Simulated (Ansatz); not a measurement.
# Phonons of InP (F-43m) against volume, part 2 of 3

Aim: how do the optical modes of InP (F-43m) move with volume?

Ansatz 0.2.0; DFT PBE, scalar-relativistic, plane waves, PAW; PAW set soft_1.

So far. Step 4 (Tight relaxation): The forces vanish by symmetry and the pressure is 0.007 GPa, within the tolerances set. The cell now holds 26.46 Å³/atom.

The database entry behind the starting cell differs from later determinations by our own check (0.1 to 0.3 % short, probably kX units), so it need not match the best structure at ambient conditions.

In doubt: the program warns that the response may not be converged on this k-mesh (step 5), which bears on the force constants and all frequencies.

## (5) Zone-centre response at rest

The modes at rest are the reference of the series, and the response to a field gives the dielectric tensor and the Born charges.

Contents of input.yaml:

```yaml
crystal:
  lattice:
    - [0.0, 2.9798598427, 2.9798598427]
    - [2.9798598427, 0.0, 2.9798598427]
    - [2.9798598427, 2.9798598427, 0.0]
  atoms:
    - { symbol: P, position: [0.75, 0.75, 0.75] }
    - { symbol: In, position: [0.0, 0.0, 0.0] }
kpoints:
  mp_grid: { grid: [20, 20, 20] }
hamiltonian:
  xc: pbe
  pseudopotentials: { kind: paw, azcp: { folder: soft_1 } }
scf:
  occupations: { method: fixed }
output:
  eigenvalues: true
phonons:
  method: dfpt
  dielectric: true
  rigid_motions: translations
  raman: true
```

On the command line:

```console
$ ansatz run input.yaml --threads 4 --pin off --max-ram 10240MiB --backend cpu --events-out ev --progress --plain --runs-dir out
```

Numbers of over 12 decimals in the logs are rounded to 6 here.

The program printed:

```text
[...]
Crystal: 2 atoms, lattice volume = 52.920 Å³
Basis set: ecut = 420 eV, 1037 PW (Γ), exchange–correlation on 60×60×60 points (8 copies of the dense FFT grid, shifted against one another)
Bands: 13, of which v1, the nominal top of the filled ones, is band 9 counted from 1 (8 counted from 0)
Symmetry: 24 space group operations
k-points: 1166 of 8000 (irreducible under 4 space group operations, time reversal used)
[...]
SCF iter   1: F=—  HF=-6354.283949 eV  |F-HF|=—  |Δ(HF+E_count)|=         —  Δρ=3.29e-2  dr2=8.34e-1  ethr=3.10e-3  ⟨swp⟩=5.0  Hψ=81772  notcnv=0  defer=2212
[...]
SCF iter   8: F=-6354.076963 eV  HF=-6354.076963 eV  |F-HF|=3.27e-11  |Δ(HF+E_count)|=   1.91e-9  Δρ=3.56e-7  dr2=5.94e-11  ethr=1.00e-12  ⟨swp⟩=9.4  Hψ=123081  notcnv=0
SCF 1 converged in 8 iterations: F = -6354.076963 eV  dr2 = 5.94e-11
[...]
NSCF: frozen V_eff on 1 k-points
DFPT response loops at Γ: preconditioner auto → none (the input reference at scf.mixing.eps_inf says where Resta's filter doesn't serve); β = 0.50; Broyden in place of MSR1
── the response to a field inside a basis, on 22×22×22 k-points: an SCF that follows is theirs, and a resumed run solves both again ──
Bands: 10, of which v1, the nominal top of the filled ones, is band 9 counted from 1 (8 counted from 0)
k-points: 1012
[...]
Eigensolver: Dense (1012 Hₖ)
SCF iter   1: F=—  HF=-6354.074789 eV  |F-HF|=—  |Δ(HF+E_count)|=         —  Δρ=1.17e-4  dr2=1.18e-6  ethr=1.00e-1
[...]
SCF iter   6: F=-6354.074791 eV  HF=-6354.074791 eV  |F-HF|=2.73e-12  |Δ(HF+E_count)|=  1.36e-10  Δρ=9.53e-8  dr2=2.59e-12  ethr=1.00e-12
SCF 1 converged in 6 iterations: F = -6354.074791 eV  dr2 = 2.59e-12
[...]
WARN: field response: ε∞ stands inside a basis, on 22×22×22 points; the force constants stand on the 20×20×20 k-mesh, whose period is 10.49 times the interband length at k = (0.0000, 0.0000, 0.0000), direct gap 0.441 eV, under 14: take them and everything formed from them as unconverged, and compare with a denser kpoints.mp_grid
SCF converged after 8 iterations
Free energy (F): -6354.076963 eV
[...]
Internal energy: -6354.076963 eV  (E = F + TS)
E sigma→0 (E₀):  -6354.076963 eV
Fermi energy:    6.408152 eV
[...]
--- Band table (eV; the first three rows and the last of 1166) ---
  k-point 0: bands = [... 5 lower, -4.7771, 6.4082, 6.4082, 6.4082, 6.8490, 10.4955, 10.4955, 10.4955]
  k-point 1: bands = [... 5 lower, -4.7504, 5.9197, 6.3781, 6.3781, 7.2581, 10.4944, 10.5422, 10.5422]
  k-point 2: bands = [... 5 lower, -4.6712, 5.2211, 6.2946, 6.2946, 7.7038, 10.5389, 10.6703, 10.6703]
  k-point 1165: bands = [... 5 lower, -2.5529, 1.0107, 3.6611, 3.7166, 10.5832, 10.6937, 11.8510, 12.6141]
--- Phonons (Γ-DFPT): 2 representative perturbations + reference, on 1166 of 8000 k-points (Σ response iterations 6) ---
  k mesh reduced under 4 symmetry operations, with k and −k counted as one. Each operation leaves every solved perturbation unchanged. A smaller set is not considered because the run solves the response to a homogeneous field
  ASR residual: 9.768e-5 → 0.000e0 eV/Å²; symmetrization residual: 1.412e-6 eV/Å²
  ASR residual per site (eV/Å²): 9.77e-5 4.89e-5
  Γ frequencies (cm⁻¹): 0.00 0.00 0.00 284.13 284.13 284.13
  ε∞ (high-frequency dielectric tensor):
       11.879772    -0.000000     0.000000
       -0.000000    11.879772     0.000000
        0.000000     0.000000    11.879772
  ε⁰ (static dielectric tensor: ions relaxed, cell fixed):
       15.083153    -0.000000     0.000000
       -0.000000    15.083153     0.000000
        0.000000     0.000000    15.083153
  ε⁰ − ε∞ (ionic part):
        3.203381    -0.000000     0.000000
       -0.000000     3.203381     0.000000
        0.000000     0.000000     3.203381
  softest optical mode at Γ: 284.13 cm⁻¹; the repairs (sum rule, projections) moved no ω² at Γ by more than (0.97 cm⁻¹)²
  Born effective charges Z* (e; rows j = field, columns β = displacement):
    site 0:
        -2.60464    0.00000    0.00000
         0.00000   -2.60464   -0.00000
        -0.00000   -0.00000   -2.60464
    site 1:
         2.60464   -0.00000   -0.00000
        -0.00000    2.60464    0.00000
         0.00000    0.00000    2.60464
  Z* charge neutrality: 7.564e-4 e pre-enforcement
  solved inside a basis spanned on kpoints, on 22×22×22 k-points transformed towards the longest dipole: ε∞ is read to err by 3.7e-2, Z* by 1.4e-2 e (field_mesh: kpoints solves on kpoints); Z* is corrected for what the basis lacks
  Raman tensors (in the event stream and the table raman_tensors.tsv): an entry may err by 1.6e-2 Å², one of the second-order susceptibility by 2.0e-1 pm/V (basis, points and sum rule); their sum over the sites missed zero by 1.638e-4 Å² ahead of its enforcement
  optical modes at Γ without the LO–TO term, one row a degenerate level:
      ω (cm⁻¹)  modes    IR ((D/Å)²/amu)  static Raman (Å⁴/amu)  depolarisation
        284.13      3            19.2490              2477.7231           0.750
  optical modes at Γ + LO–TO along q̂ = [1.0000, 0.0000, 0.0000]:
      ω (cm⁻¹)  modes    IR ((D/Å)²/amu)  static Raman (Å⁴/amu)  depolarisation
        284.13      2            12.8327              1651.8154           0.750
        320.15      1             6.4163              2624.8414           0.750
  optical modes at Γ + LO–TO along q̂ = [0.0000, 1.0000, 0.0000]:
      ω (cm⁻¹)  modes    IR ((D/Å)²/amu)  static Raman (Å⁴/amu)  depolarisation
        284.13      2            12.8327              1651.8154           0.750
        320.15      1             6.4163              2624.8414           0.750
  optical modes at Γ + LO–TO along q̂ = [0.0000, 0.0000, 1.0000]:
      ω (cm⁻¹)  modes    IR ((D/Å)²/amu)  static Raman (Å⁴/amu)  depolarisation
        284.13      2            12.8327              1651.8154           0.750
        320.15      1             6.4163              2624.8414           0.750
```

It took 11 min on 4 threads of Arm Neoverse V1, shared host; peak memory 4.2 GiB.

Reading the cycles: dr2 is the Hartree energy of the density residual (eV), the measure of convergence; HF is the Harris–Foulkes estimate of the energy, which meets the free energy F at convergence.

Numbers from this step:

```yaml
sum_rule_residual_before_enforcement: 9.77e-5 eV/Å²
miss_of_the_charge_sum_rule: 7.56e-4 e
estimated_error_of_the_dielectric_tensor: 0.03734
estimated_error_of_the_born_charges: 0.01418 e
point_group: -43m
highest_optical_mode_at_the_zone_centre_no_lo_to_term: 284.1 cm⁻¹
lowest_optical_zone_centre_mode: 284.1 cm⁻¹
mean_high_frequency_dielectric_constant: 11.88
largest_born_charge_third_of_the_trace: -2.605 e
mean_static_dielectric_constant: 15.08
top_of_the_zone_centre_spectrum_with_the_field: 320.1 cm⁻¹
```

Without the LO-TO term. Patterns of degenerate modes are one choice out of their space. Modes at Γ, with each element's share of the kinetic energy:

```tsv
mode	frequency (cm⁻¹)	symmetry	P %	In %
1	0.0	acoustic	21	79
2	0.0	acoustic	21	79
3	0.0	acoustic	21	79
4	284.1	T2	79	21
5	284.1	T2	79	21
6	284.1	T2	79	21
```

Displacements in mode 6 (284.1 cm⁻¹), the largest set to 1:
```
P1   0.00  1.00  0.00
In2  0.00 -0.27  0.00
```

Optical modes at the zone centre, without and with the macroscopic field of the longitudinal modes; each column is sorted by frequency, so a row need not hold one and the same mode. Modes with and without the field, by row:

```tsv
rank among optical modes	no field (cm⁻¹)	q along (1, 0, 0) (cm⁻¹)
1	284.1	284.1
2	284.1	284.1
3	284.1	320.1
```

Born charge (rows field, columns displacement) (e), principal values of the symmetric part by kind of site:

```tsv
atom	atoms with these values	low	middle	high	mean
P1	1	-2.60	-2.60	-2.60	-2.60
In2	1	2.60	2.60	2.60	2.60
```

In full for P1:

```
-2.60  0.00  0.00
 0.00 -2.60  0.00
 0.00  0.00 -2.60
```

High-frequency dielectric tensor:

```
11.88  0.00  0.00
 0.00 11.88  0.00
 0.00  0.00 11.88
```

Static dielectric tensor (ions relaxed, fixed cell):

```
15.08  0.00  0.00
 0.00 15.08  0.00
 0.00  0.00 15.08
```

Transverse modes. Lines of the infrared spectrum (strongest = 100):

```tsv
position (cm⁻¹)	label	relative intensity
284	T2	100
```

Activity x (w_L - w)^4 (n + 1)/w, 532 nm, 300 K; the tensors are static ones, while 532 nm light lies above the computed direct gap, where resonance would change the heights; modes without the macroscopic field alone. Lines of the Raman spectrum (strongest = 100):

```tsv
position (cm⁻¹)	label	relative intensity
284	T2	100
```

Before it was imposed, the acoustic sum rule was missed by 9.8e-5 eV/Å² and the charge sum rule by 7.6e-4 e. Small misses are needed for a sound result but don't prove that mesh and cutoff are converged. The lowest optical mode is real, 284 cm⁻¹.

The log warns of the k mesh: “the force constants stand on the 20×20×20 k-mesh, whose period is 10.49 times the interband length at k = (0.0000, 0.0000, 0.0000), direct gap 0.441 eV, under 14: take them and everything formed from them as unconverged”. So the frequencies of this run count as unconverged too.

## (6) Ground state of a member: 1.06 times the volume at rest

The cell is set to 1.06 times the volume at rest; symmetry leaves nothing else free, so this is a single point.

input.yaml, the sections that differ from step 5:

```yaml
crystal:
  lattice:
    - [0.0, 3.0383033046, 3.0383033046]
    - [3.0383033046, 0.0, 3.0383033046]
    - [3.0383033046, 3.0383033046, 0.0]
  atoms:
    - { symbol: P, position: [0.75, 0.75, 0.75] }
    - { symbol: In, position: [0.0, 0.0, 0.0] }
scf:
  occupations: { method: gaussian, width: 0.02 }
output:
  forces: true
  stress: true
  eigenvalues: true
# kpoints, hamiltonian: as in step 5
# phonons: removed
```

The program printed:

```text
[...]
Crystal: 2 atoms, lattice volume = 56.095 Å³
Basis set: ecut = 420 eV, 1067 PW (Γ), exchange–correlation on 60×60×60 points (8 copies of the dense FFT grid, shifted against one another)
Bands: 13, of which v1, the nominal top of the filled ones, is band 9 counted from 1 (8 counted from 0)
Symmetry: 24 space group operations
[...]
k-points: 256 of 8000 (time reversal used)
[...]
SCF iter   1: F=—  HF=-6354.232033 eV  |F-HF|=—  |Δ(HF+E_count)|=         —  Δρ=3.08e-2  dr2=7.89e-1  ethr=3.10e-3  ⟨swp⟩=6.7  Hψ=23250  notcnv=0
[...]
SCF iter   7: F=-6354.045487 eV  HF=-6354.045487 eV  |F-HF|=3.39e-9  |Δ(HF+E_count)|=   2.52e-8  Δρ=2.69e-6  dr2=3.61e-9  ethr=5.56e-10  ⟨swp⟩=7.6  Hψ=17838  notcnv=0
SCF 1 converged in 7 iterations: F = -6354.045487 eV  dr2 = 3.61e-9
[...]
SCF converged after 7 iterations
Free energy (F): -6354.045487 eV
[...]
Internal energy: -6354.045487 eV  (E = F + TS)
E sigma→0 (E₀):  -6354.045487 eV
Fermi energy:    5.794051 eV
[...]
--- Stress (GPa, compression-positive) ---
       -3.009110      -0.000000      -0.000000
       -0.000000      -3.009110       0.000000
       -0.000000       0.000000      -3.009110
  P = ⅓ Tr σ = -3.0091 GPa (-30.091 kbar)
--- Band table (eV; the first three rows and the last of 256) ---
  k-point 0: bands = [... 5 lower, -5.1001, 5.7303, 5.7303, 5.7303, 5.8544, 9.8025, 9.8025, 9.8025]
  k-point 1: bands = [... 5 lower, -5.0758, 5.1587, 5.7032, 5.7032, 6.3558, 9.7964, 9.8457, 9.8457]
  k-point 2: bands = [... 5 lower, -5.0039, 4.4905, 5.6276, 5.6276, 6.8013, 9.8227, 9.9644, 9.9644]
  k-point 255: bands = [... 5 lower, -3.1248, 0.5452, 3.2041, 3.2724, 9.6612, 10.0019, 11.0143, 11.9287]
```

Elapsed: 4.7 s, on 4 threads; peak memory 0.5 GiB; 18 s of CPU time.

Numbers from this step:

| Quantity | Value |
| --- | --- |
| pressure | -3.009 GPa |
| volume per atom | 28.05 Å³ |
| gap on the k-mesh | 0.1241 eV |

The forces vanish by symmetry, at a pressure of -3.01 GPa.

## (7) Zone-centre modes of the member: 1.06 times the volume at rest

The zone-centre modes follow for 1.06 times the volume at rest.

input.yaml: that of step 6 with these lines changed.

```diff
@@ -16,4 +16,4 @@
 output:
-  forces: true
-  stress: true
   eigenvalues: true
+phonons:
+  method: dfpt
```

The program printed:

```text
zone centre: on kpoints.mp_grid the ground state, and the responses unless they are solved on pairs of k-points, stand on 641 of the mesh's 8000 k-points, reduced under 8 symmetry operations, with k and −k counted as one. Each operation leaves every solved displacement unchanged or reverses it
[...]
Crystal: 2 atoms, lattice volume = 56.095 Å³
Basis set: ecut = 420 eV, 1067 PW (Γ), exchange–correlation on 60×60×60 points (8 copies of the dense FFT grid, shifted against one another)
Bands: 13, of which v1, the nominal top of the filled ones, is band 9 counted from 1 (8 counted from 0)
Symmetry: 24 space group operations
k-points: 641 of 8000 (irreducible under 8 space group operations, time reversal used)
[...]
SCF iter   1: F=—  HF=-6354.232076 eV  |F-HF|=—  |Δ(HF+E_count)|=         —  Δρ=3.08e-2  dr2=7.89e-1  ethr=3.10e-3  ⟨swp⟩=6.7  Hψ=58388  notcnv=0
[...]
SCF iter   9: F=-6354.045487 eV  HF=-6354.045487 eV  |F-HF|=3.64e-12  |Δ(HF+E_count)|=  4.91e-11  Δρ=7.05e-8  dr2=3.76e-12  ethr=1.00e-12  ⟨swp⟩=8.0  Hψ=48414  notcnv=0
SCF 1 converged in 9 iterations: F = -6354.045487 eV  dr2 = 3.76e-12
[...]
SCF converged after 9 iterations
Free energy (F): -6354.045487 eV
[...]
Internal energy: -6354.045487 eV  (E = F + TS)
E sigma→0 (E₀):  -6354.045487 eV
Fermi energy:    5.794082 eV
[...]
--- Band table (eV; the first three rows and the last of 641) ---
  k-point 0: bands = [... 5 lower, -5.1000, 5.7303, 5.7303, 5.7303, 5.8544, 9.8025, 9.8025, 9.8025]
  k-point 1: bands = [... 5 lower, -5.0758, 5.1587, 5.7032, 5.7032, 6.3559, 9.7964, 9.8457, 9.8457]
  k-point 2: bands = [... 5 lower, -5.0039, 4.4906, 5.6277, 5.6277, 6.8013, 9.8227, 9.9644, 9.9644]
  k-point 640: bands = [... 5 lower, -3.1248, 0.5452, 3.2042, 3.2724, 9.6613, 10.0019, 11.0143, 11.9288]
[...]
ASR residual: 5.861e-5 → 0.000e0 eV/Å²; symmetrization residual: 1.792e-7 eV/Å²
  ASR residual per site (eV/Å²): 5.86e-5 1.21e-5
  Γ frequencies (cm⁻¹): 0.00 0.00 0.00 262.73 262.73 262.73
  non-analytic LO–TO correction: not included (Born effective charges unavailable; polar crystals: no LO–TO splitting at Γ)
```

Elapsed: 37 s, on 4 threads; peak memory 1.5 GiB; 2.4 min of CPU time.

Numbers from this step:

- sum-rule residual before enforcement: 5.86e-5 eV/Å²
- highest optical mode at the zone centre (no LO-TO term): 262.7 cm⁻¹
- lowest optical zone-centre mode: 262.7 cm⁻¹

Without the LO-TO term. Patterns of degenerate modes are one choice out of their space. The modes at Γ (shares of kinetic energy by element, %):

```tsv
mode	frequency (cm⁻¹)	symmetry	P %	In %
1	0.0	acoustic	21	79
2	0.0	acoustic	21	79
3	0.0	acoustic	21	79
4	262.7	T2	79	21
5	262.7	T2	79	21
6	262.7	T2	79	21
```

The optical mode without the LO-TO term lies at 262.7 cm⁻¹.

(Continued in part 3 of 3.)

[Logs are printed without paths, hosts, clocks, repeated set-up lines and the standing remarks that a program may print on its own settings, such as how far it seeks lower states.]

[Hosts, paths, dates, database ids (printed as entryN), source tags and the programs' standing remarks are cut or masked in the printed files.]
